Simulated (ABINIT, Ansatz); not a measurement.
```cif
data_sio2
_symmetry_space_group_name_H-M 'P6_222'
_symmetry_Int_Tables_number 180
_cell_length_a 5.0130
_cell_length_b 5.0130
_cell_length_c 5.4700
_cell_angle_alpha 90.000
_cell_angle_beta 90.000
_cell_angle_gamma 120.000
_cell_volume 119.05
loop_
_atom_site_label
_atom_site_type_symbol
_atom_site_symmetry_multiplicity
_atom_site_Wyckoff_symbol
_atom_site_fract_x
_atom_site_fract_y
_atom_site_fract_z
_atom_site_occupancy
Si1 Si 3 c 0.50000 0.50000 0.33333 1
O1 O 6 j 0.19700 0.80300 0.83333 1
_calc_subject 'How the form of the self-energy moves the gap of SiO2 (P6_222)'
_calc_method 'RPA screening on LDA, plane waves, norm-conserving pseudopotentials (and 4 further levels or steps)'
_calc_program 'ABINIT 10.8.3'
_calc_settings 'cutoff 36 Ha, PseudoDojo scalar-relativistic 0.4.1 standard, norm-conserving, ngkpt (3, 3, 2), nband 102, ecuteps 4.2 Ha, gwcalctyp 2, nfreqre 16, nfreqim 8, inclvkb 2, freqremax 40 eV, spmeth 1, nomegasf 120, shiftk (0, 0, 0), symchi 1, awtr 1, frequency cd, 3×3×2 k-mesh'
_calc_cost '9 runs, 5 min in all on 4 MPI ranks of Arm Neoverse V2, shared host'
_calc_notes 'The database entry behind the starting cell is an old determination (1926). The program’s warnings: Min real frequency set to default [Ha] = and nkpt*nsppol () is not a multiple of nproc spkpt (). The cell and positions come from the Crystallography Open Database and are kept as given unless a step says otherwise. Static COHSEX lies above G0W0: it lacks the factor Z and overstates the Coulomb hole of the filled states. The 3×3×2 mesh is coarse for this cell, which bears on the long-range parts of exchange and screening.'
_calc_g0w0_godby_needs_plasmon_pole '8.222 eV'
_calc_g0w0_von_der_linden_horsch_plasmon_pole '8.321 eV'
_calc_g0w0_engel_farid_plasmon_pole '8.224 eV'
_calc_one_shot_cohsex '9.758 eV'
_calc_one_shot_hartree_fock '15.868 eV'
_calc_g0w0_contour_deformation '8.236 eV'
_calc_known_limits 'short of the basis limit; coarse k mesh'
```

[Long decimals in the printed logs are rounded to 6 places.]

[Logs are printed without paths, hosts, clocks, repeated set-up lines and the standing remarks that a program may print on its own settings, such as how far it seeks lower states.]

[Paths, hosts, dates, memory and timing lines, banners, echoed tables and standing remarks are left out of the program output; an Ansatz launch command may be rebuilt from the run's recorded settings. Measured values are a selection of at most five: reports struck by readers or far from the other reports are left out. None is set beside runs whose start may be inverted or whose files or cutoffs have a known fault.]

[Runs of the session that timed out or met a known fault of the program may be left out.]

[Hosts, paths, dates, database ids (printed as entryN), source tags and the programs' standing remarks are cut or masked in the printed files.]

[G0W0 gaps are taken among the corrected bands and points alone; a level outside them can change the order at an edge.]

[Where Ansatz stands beside ABINIT at settings called matched, ABINIT's density can come from a denser mesh and the files from another edition; pairs whose starting gaps differed by over 0.03 eV were left out, so agreement reads better than it is.]
